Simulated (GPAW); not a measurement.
**1T-CrSeTe monolayer: simulated STM images**

Aim: Tersoff-Hamann images of 1T-CrSeTe monolayer at several biases.

Main program and level: GPAW 26.7.0; GPAW, PAW setups; layer in a repeated cell with vacuum, relaxation of atoms and in-plane cell, in the first sound run; inputs show where later runs differ.

## (1) Set-up

The cell holds 3 atoms: 1 Te, 1 Cr and 1 Se. Its edges and angles: a = 3.450 Å, b = 3.450 Å, c = 17.212 Å, α = 90.0°, β = 90.0°, γ = 120.0°. Vacuum lies along c.

## (2) Relaxing the atoms

The atoms are relaxed first, since the surface dipole, and with it the work function, follows the positions of the outer layers.

run.py

```python
import json
import numpy as np
from ase import Atoms
from ase.filters import FrechetCellFilter
from ase.optimize import BFGS
from gpaw import GPAW, PW

slab = Atoms(
    ['Te', 'Cr', 'Se'],
    positions=[
        [1.72500, 0.99593, 7.00000],
        [0.00000, 0.00000, 8.74937],
        [-0.00000, 1.99186, 10.21168]],
    cell=[[3.45, 0.0, 0.0], [-1.725, 2.98779, 0.0], [0.0, 0.0, 17.2117]],
    pbc=[True, True, True],
    magmoms=[0.0, 3.0, 0.0])

slab.calc = GPAW(mode=PW(600), xc='PBE', kpts={'size': (9, 9, 1), 'gamma': True},
                 occupations={'name': 'fermi-dirac', 'width': 0.05}, nbands='160%',
                 convergence={'density': 1e-05}, maxiter=200,
                 symmetry={'tolerance': 1e-3}, txt='slab.txt')
result = {}
# The in-plane cell is free; stress needs a cell that repeats along all three vectors
path = []
opt = BFGS(FrechetCellFilter(slab, mask=[1, 1, 0, 0, 0, 1]), maxstep=0.2)
opt.attach(lambda: path.append((slab.get_potential_energy(), slab.positions.tolist(), slab.get_forces().tolist())))
result['relaxed'] = bool(opt.run(fmax=0.02, steps=45))
result['path'] = path
result['cell'] = slab.cell.tolist()
print('in-plane lattice', slab.cell.cellpar().round(4)[[0, 1, 5]])
energy = slab.get_potential_energy()
fermi = slab.calc.get_fermi_level()
v = slab.calc.get_electrostatic_potential().mean((0, 1)) - fermi
n = slab.calc.get_pseudo_density().mean((0, 1))
L = slab.cell[2, 2]
z = np.arange(len(v)) * L / len(v)
low, high = slab.positions[:, 2].min(), slab.positions[:, 2].max()
below, above = np.interp([low - 4.8, high + 4.8], z, v)
slopes = [np.interp(x, z, np.gradient(v, z)) for x in (low - 4.8, high + 4.8)]
eps = np.array([[slab.calc.get_eigenvalues(k, s) for k in range(len(slab.calc.get_ibz_k_points()))]
                for s in range(slab.calc.get_number_of_spins())]) - fermi
top, bottom = eps[eps < 0].max(), eps[eps > 0].min()
dipole = slab.get_dipole_moment()[2]
print(f'energy {energy:.4f} eV, Fermi level {fermi:.4f} eV, dipole {dipole:.5f} e A')
print(f'potential 4.8 A off the faces, from the Fermi level: lower {below:.4f} eV, upper {above:.4f} eV')
print(f'slope of the potential there: lower {slopes[0]:.5f}, upper {slopes[1]:.5f} eV/A')
print(f'nearest levels on the mesh: {top:.4f} and {bottom:.4f} eV')
print('magnetic moment', round(slab.get_magnetic_moment(), 3))
result.update(energy=energy, fermi=fermi, dipole=dipole, below=below, above=above, slopes=slopes, edges=[top, bottom],
              z=z.tolist(), v=v.tolist(), n=n.tolist(), positions=slab.positions.tolist(),
              forces=slab.get_forces(apply_constraint=False).tolist(), moments=slab.get_magnetic_moments().tolist())
json.dump(result, open('result.json', 'w'))
```

Command:

```console
OMP_NUM_THREADS=1 OPENBLAS_NUM_THREADS=1 python run.py
```

What it wrote:

```text
Step          Energy          fmax
BFGS:    0      -17.029482        1.043708
BFGS:    1      -17.063698        0.813608
BFGS:    2      -17.129755        0.189457
BFGS:    3      -17.131989        0.129108
BFGS:    4      -17.133222        0.099186
BFGS:    5      -17.134521        0.110904
BFGS:    6      -17.135450        0.098393
BFGS:    7      -17.136117        0.114353
BFGS:    8      -17.136793        0.113151
BFGS:    9      -17.137571        0.083963
BFGS:   10      -17.138141        0.046297
BFGS:   11      -17.138297        0.009077
in-plane lattice [  3.5523   3.5523 120.    ]
energy -17.1312 eV, Fermi level -0.9406 eV, dipole -0.03748 e A
potential 4.8 A off the faces, from the Fermi level: lower 5.1287 eV, upper 5.2876 eV
slope of the potential there: lower -0.03620, upper -0.03590 eV/A
nearest levels on the mesh: -0.0564 and 0.0025 eV
magnetic moment 2.487
```

Wall time 8.2 min (1 thread of Arm Neoverse V2, shared host); peak memory 0.54 GiB.

This step gave:

* dipole along the normal: -0.03748 e·Å
* levels nearest the Fermi level on the mesh: -0.05645, 0.002471 eV from the Fermi level
* site moments: -0.1163, 2.566, -0.1083 μB
* sum of the site moments: 2.341 μB

Table of electrostatic potential energy of an electron (without an applied field's), less the Fermi level, planar mean by z:

```tsv
z (Å)	electrostatic potential energy of an electron (without an applied field's), less the Fermi level, planar mean (eV)
0.0	5.21
0.5	5.19
1.0	5.17
1.5	5.15
2.0	5.13
2.5	5.12
3.0	5.10
3.5	5.08
4.0	5.05
4.5	4.98
5.0	4.77
5.5	3.93
6.0	0.712
6.5	-9.65
7.0	-20.3
7.5	-8.87
8.0	-2.35
8.5	-7.46
9.0	-9.86
9.5	-5.97
10.0	-15.3
10.5	-9.47
11.0	1.49
11.5	4.53
12.0	5.20
12.5	5.33
13.0	5.35
13.5	5.34
14.0	5.32
14.5	5.30
15.0	5.29
15.5	5.27
16.0	5.25
16.5	5.23
17.0	5.21
```

The pseudo valence density, planar mean oscillates, so the rows of the table below give means over windows of 0.97 Å about each position, cut where the curve ends. Its maxima inside the range that stand out by 2 % of the span (Å: e/Å³): 6.50: 0.294, 7.55: 0.339, 8.78: 0.465, 9.66: 0.432, 10.54: 0.340. Its minima: 7.03: 0.107, 8.08: 0.270, 9.31: 0.397, 10.19: 0.199.

Pseudo valence density, planar mean against z; means over each step:

```tsv
z (Å)	pseudo valence density, planar mean (e/Å³)
2.43	1.2e-5
3.40	1.7e-4
4.37	0.00270
5.34	0.0392
6.31	0.217
7.28	0.235
8.25	0.319
9.21	0.427
10.19	0.307
11.16	0.141
12.12	0.00984
13.10	5.3e-4
14.07	3.1e-5
```

Site moment by atom:

```tsv
atom	site moment (μB)
Te1	-0.12
Cr2	2.57
Se3	-0.11
```

The relaxation lowered the energy of the cell by 0.110 eV (energies extrapolated to zero smearing; the optimiser's log prints free energies). The largest force left on a free atom is 0.0091 eV/Å.

## (3) The slab's potential

With the geometry fixed, the planar mean of the potential gives the vacuum level on each side.

This step: GPAW, PAW setups; slab in vacuum (GPAW 26.7.0).

run.py

```python
import json
import numpy as np
from ase import Atoms
from ase.dft.stm import STM
from gpaw import GPAW, PW

slab = Atoms(
    ['Te', 'Cr', 'Se'],
    positions=[
        [1.77613, 1.02545, 7.00000],
        [0.00000, -0.00000, 8.84632],
        [0.00000, 2.05090, 10.19538]],
    cell=[[3.55226, 0.0, 0.0], [-1.77613, 3.07635, 0.0], [0.0, 0.0, 17.1954]],
    pbc=[True, True, False],
    magmoms=[0.0, 3.0, 0.0])

slab.calc = GPAW(mode=PW(400), xc='PBE', kpts={'size': (9, 9, 1), 'gamma': True},
                 occupations={'name': 'fermi-dirac', 'width': 0.05}, nbands='160%',
                 convergence={'density': 1e-05}, maxiter=200,
                 poissonsolver={'dipolelayer': 'xy'},
                 symmetry={'tolerance': 1e-3}, txt='slab.txt')
result = {}
energy = slab.get_potential_energy()
fermi = slab.calc.get_fermi_level()
v = slab.calc.get_electrostatic_potential().mean((0, 1)) - fermi
n = slab.calc.get_pseudo_density().mean((0, 1))
L = slab.cell[2, 2]
z = np.arange(len(v)) * L / len(v)
low, high = slab.positions[:, 2].min(), slab.positions[:, 2].max()
below, above = np.interp([low - 4.8, high + 4.8], z, v)
slopes = [np.interp(x, z, np.gradient(v, z)) for x in (low - 4.8, high + 4.8)]
eps = np.array([[slab.calc.get_eigenvalues(k, s) for k in range(len(slab.calc.get_ibz_k_points()))]
                for s in range(slab.calc.get_number_of_spins())]) - fermi
top, bottom = eps[eps < 0].max(), eps[eps > 0].min()
dipole = slab.get_dipole_moment()[2]
print(f'energy {energy:.4f} eV, Fermi level {fermi:.4f} eV, dipole {dipole:.5f} e A')
print(f'potential 4.8 A off the faces, from the Fermi level: lower {below:.4f} eV, upper {above:.4f} eV')
print(f'slope of the potential there: lower {slopes[0]:.5f}, upper {slopes[1]:.5f} eV/A')
print(f'nearest levels on the mesh: {top:.4f} and {bottom:.4f} eV')
print('magnetic moment', round(slab.get_magnetic_moment(), 3))
result.update(energy=energy, fermi=fermi, dipole=dipole, below=below, above=above, slopes=slopes, edges=[top, bottom],
              z=z.tolist(), v=v.tolist(), n=n.tolist(), positions=slab.positions.tolist(),
              forces=slab.get_forces(apply_constraint=False).tolist(), moments=slab.get_magnetic_moments().tolist())

# Images need the states of the whole zone, up to time reversal
slab.calc = slab.calc.fixed_density(symmetry={'point_group': False}, txt='states.txt', nbands='250%',
                                    convergence={'bands': 'CBM+1.3'})
stm = STM(slab)
result['stm'] = []
for bias in [-1.0, 1.0]:
    height = high + 3.0
    current = stm.get_averaged_current(bias, height)
    x, y, h = stm.scan(bias, current)
    i, f = divmod(height / L * stm.ldos.shape[2], 1)
    I = abs((1 - f) * stm.ldos[:, :, int(i)] + f * stm.ldos[:, :, int(i) + 1])
    print(f'bias {bias} V: mean current at 3.0 A {current:.4e}, corrugation {np.ptp(h):.4f} A')
    result['stm'].append(dict(bias=bias, current=current, h=(h - high).tolist(), I=I.tolist()))
json.dump(result, open('result.json', 'w'))
```

What it wrote:

```text
energy -17.0767 eV, Fermi level -0.9384 eV, dipole -0.02522 e A
potential 4.8 A off the faces, from the Fermi level: lower 5.0039 eV, upper 5.4203 eV
slope of the potential there: lower -0.00026, upper 0.00009 eV/A
nearest levels on the mesh: -0.0557 and 0.0031 eV
magnetic moment 2.485
bias -1.0 V: mean current at 3.0 A 8.1140e-05, corrugation 0.5442 A
bias 1.0 V: mean current at 3.0 A 6.5568e-05, corrugation 0.2689 A
```

Elapsed: 2.7 min, on 1 thread; peak memory 0.39 GiB.

Numbers from this step:

- dipole along the normal: -0.02522 e·Å
- levels nearest the Fermi level on the mesh: -0.05574, 0.003150 eV from the Fermi level
- upper work function: 5.420 eV
- lower work function: 5.004 eV
- site moments: -0.1164, 2.563, -0.1084 μB
- corrugation -1: 0.5442 Å
- corrugation 1: 0.2689 Å
- sum of the site moments: 2.338 μB

Table of electrostatic potential energy of an electron (without an applied field's), less the Fermi level, planar mean by z:

```tsv
z (Å)	electrostatic potential energy of an electron (without an applied field's), less the Fermi level, planar mean (eV)
0.0	5.21
0.5	5.00
1.0	5.00
1.5	5.00
2.0	5.00
2.5	5.00
3.0	5.00
3.5	5.00
4.0	4.99
4.5	4.94
5.0	4.76
5.5	4.00
6.0	1.01
6.5	-8.89
7.0	-20.3
7.5	-9.58
8.0	-2.42
8.5	-7.02
9.0	-10.1
9.5	-5.94
10.0	-14.7
10.5	-10.3
11.0	1.16
11.5	4.47
12.0	5.21
12.5	5.37
13.0	5.41
13.5	5.42
14.0	5.42
14.5	5.42
15.0	5.42
15.5	5.42
16.0	5.42
16.5	5.42
17.0	5.33
```

Pseudo valence density, planar mean against z:

```tsv
z (Å)	pseudo valence density, planar mean (e/Å³)
0.00	0
0.64	0
1.07	-4.7e-7
1.72	2.2e-6
2.36	5.5e-6
3.01	4.3e-5
3.44	1.4e-4
4.08	8.1e-4
4.73	0.00500
5.37	0.0305
5.80	0.0943
6.45	0.295
7.09	0.122
7.52	0.338
8.17	0.271
8.81	0.466
9.46	0.406
9.89	0.394
10.53	0.336
11.18	0.119
11.61	0.0347
12.25	0.00489
12.90	7.0e-4
13.54	1.1e-4
13.97	3.1e-5
14.62	3.5e-6
15.26	1.5e-6
15.91	0
16.34	0
16.98	0
```

Tip height over the top atom over a1 and a2. Sample bias -1 V, constant current at the mean current 3.0 Å over the top atom.

Values in Å, 12 rows by 16 columns, each cell a mean:
```
2.72 2.78 2.87 2.94 3.01 3.06 3.09 3.10 3.10 3.08 3.05 2.99 2.92 2.84 2.76 2.70
2.80 2.88 2.96 3.03 3.09 3.12 3.15 3.15 3.14 3.11 3.06 3.00 2.92 2.84 2.78 2.76
2.91 2.99 3.06 3.11 3.16 3.19 3.20 3.19 3.16 3.11 3.06 2.99 2.91 2.85 2.83 2.85
2.98 3.05 3.11 3.16 3.19 3.21 3.21 3.19 3.15 3.10 3.04 2.97 2.90 2.86 2.86 2.90
3.04 3.09 3.14 3.18 3.20 3.20 3.19 3.16 3.11 3.06 2.99 2.92 2.88 2.87 2.90 2.96
3.06 3.10 3.13 3.16 3.17 3.16 3.14 3.11 3.06 3.00 2.93 2.89 2.87 2.88 2.92 2.98
3.04 3.08 3.10 3.11 3.11 3.09 3.07 3.03 2.97 2.91 2.87 2.85 2.85 2.88 2.92 2.99
3.01 3.03 3.05 3.05 3.04 3.02 2.99 2.94 2.90 2.87 2.84 2.83 2.85 2.88 2.91 2.96
2.92 2.93 2.94 2.94 2.92 2.91 2.89 2.88 2.86 2.85 2.84 2.85 2.86 2.87 2.89 2.90
2.84 2.84 2.84 2.85 2.85 2.86 2.87 2.88 2.88 2.88 2.88 2.88 2.87 2.87 2.86 2.85
2.73 2.73 2.75 2.79 2.84 2.88 2.91 2.94 2.95 2.95 2.94 2.92 2.89 2.85 2.81 2.76
2.68 2.70 2.76 2.83 2.90 2.95 2.99 3.02 3.03 3.03 3.00 2.96 2.90 2.84 2.77 2.71
```
Columns: a1 from 0 to 0.944; rows upwards: a2 from 0 to 0.944.

Local density of states summed over the bias window over a1 and a2. Sample bias -1 V, constant height 3.0 Å over the top atom.

Ten even steps from '0' (0.45 × 1e-4 arbitrary) to '9' (1.53 × 1e-4 arbitrary):
```
000123455554321000
001235666665321000
012456788765421000
123568898865321101
235689999865321111
346789998764321112
356899998653211112
456889886543211123
456788765432111123
456666654321111123
345555433211111123
333433322111111122
222222211111111112
111111111111111111
000011111111111111
000001112222211100
000011223333221100
000012334443321000
```
Columns: a1 from 0 to 0.944; rows upwards: a2 from 0 to 0.944.

Tip height over the top atom over a1 and a2. Sample bias 1 V, constant current at the mean current 3.0 Å over the top atom.

Ten even steps from '_' (2.87 Å) to '@' (3.13 Å):
```
____..::==++****####****++==::..____
__..::==++**####%%####**++==::..____
..::==++**##%%%%%%%%##**++==::......
::==++**##%%@@@@@@%%##**++==::......
--++**##%%@@@@@@@@%%##**++--::....::
==**##%%@@@@@@@@@@%%##**==--::::::--
++**##%%@@@@@@@@%%##**++==--::::--==
++##%%%%@@@@@@%%%%##++==--::::::--==
**####%%%%%%%%####**==--::::::::--==
++**##########**++==--::::::::::--==
++************++==--::::....::::--==
==++++++++++====--::::......::::--==
--========------::::::....::::::----
::::::::::::::::::::::::::::::::::::
............::::::::::::::::::::....
______......::--------------::......
______....::--============--::....__
______..::--==++++**++++==--::..____
```
Columns: a1 from 0 to 0.944; rows upwards: a2 from 0 to 0.944.

Local density of states summed over the bias window over a1 and a2. Sample bias 1 V, constant height 3.0 Å over the top atom.

Values in units of 1e-5 arbitrary, 12 rows by 16 columns, each cell a mean:
```
5.2 5.4 5.7 6.2 6.7 7.2 7.5 7.7 7.6 7.4 7.0 6.5 6.0 5.6 5.3 5.1
5.5 5.8 6.3 6.9 7.5 8.0 8.3 8.4 8.2 7.8 7.2 6.6 6.0 5.6 5.3 5.3
6.0 6.5 7.2 7.8 8.4 8.8 9.0 8.9 8.4 7.8 7.2 6.5 6.0 5.7 5.5 5.6
6.5 7.1 7.8 8.4 8.9 9.2 9.2 8.9 8.3 7.7 7.0 6.4 5.9 5.7 5.7 6.0
6.9 7.5 8.2 8.7 9.0 9.1 8.8 8.4 7.8 7.1 6.5 6.1 5.8 5.8 6.0 6.3
7.0 7.6 8.1 8.5 8.6 8.5 8.2 7.7 7.1 6.6 6.2 5.9 5.8 5.8 6.1 6.5
6.9 7.3 7.6 7.8 7.8 7.6 7.3 6.8 6.4 6.1 5.8 5.7 5.7 5.9 6.1 6.5
6.6 6.9 7.0 7.0 7.0 6.8 6.5 6.2 6.0 5.8 5.7 5.6 5.7 5.9 6.1 6.3
6.1 6.1 6.1 6.1 6.1 6.0 5.9 5.8 5.7 5.7 5.7 5.7 5.7 5.8 5.9 6.0
5.6 5.6 5.6 5.6 5.7 5.7 5.7 5.8 5.9 5.9 5.9 5.8 5.8 5.7 5.7 5.6
5.2 5.2 5.3 5.4 5.6 5.8 6.0 6.2 6.3 6.3 6.2 6.1 5.9 5.7 5.5 5.3
5.1 5.1 5.3 5.6 5.9 6.3 6.6 6.8 6.8 6.8 6.6 6.3 6.0 5.6 5.3 5.1
```
Columns: a1 from 0 to 0.944; rows upwards: a2 from 0 to 0.944.

The potential is flat to 2.6e-4 eV/Å where it is read, so the vacuum is wide enough.

## (4) What came out

| Quantity | Value |
| --- | --- |
| work function, upper and lower face | 5.420 and 5.004 eV |
| dipole along the normal | -0.0252 e Å |
| corrugation at -1 V | 0.544 Å |
| corrugation at 1 V | 0.269 Å |

What this shows: The corrugation at constant current is largest at -1 V, where the tip height varies by 0.54 Å over the cell. Negative sample bias images filled states, positive bias empty ones. The two faces differ by 0.42 eV, the step that the slab's dipole makes (e p/(ε0 A) gives 0.42 eV), so the dipole layer is needed. The images are of Tersoff-Hamann type: an s-wave tip, no tip-sample forces, heights closer than in a microscope. The relaxation of atoms and cell ran in a fully periodic cell without the dipole layer, so the atoms of this polar layer felt a small spurious field. One magnetic start was tried; another order may lie lower. The layer's cell and atoms come from the relaxation; spin-orbit coupling and temperature are left out.

[Logs are printed without paths, hosts, clocks, repeated set-up lines and the standing remarks that a program may print on its own settings, such as how far it seeks lower states.]

[Hosts, paths, dates, database ids (printed as entryN), source tags and the programs' standing remarks are cut or masked in the printed files.]
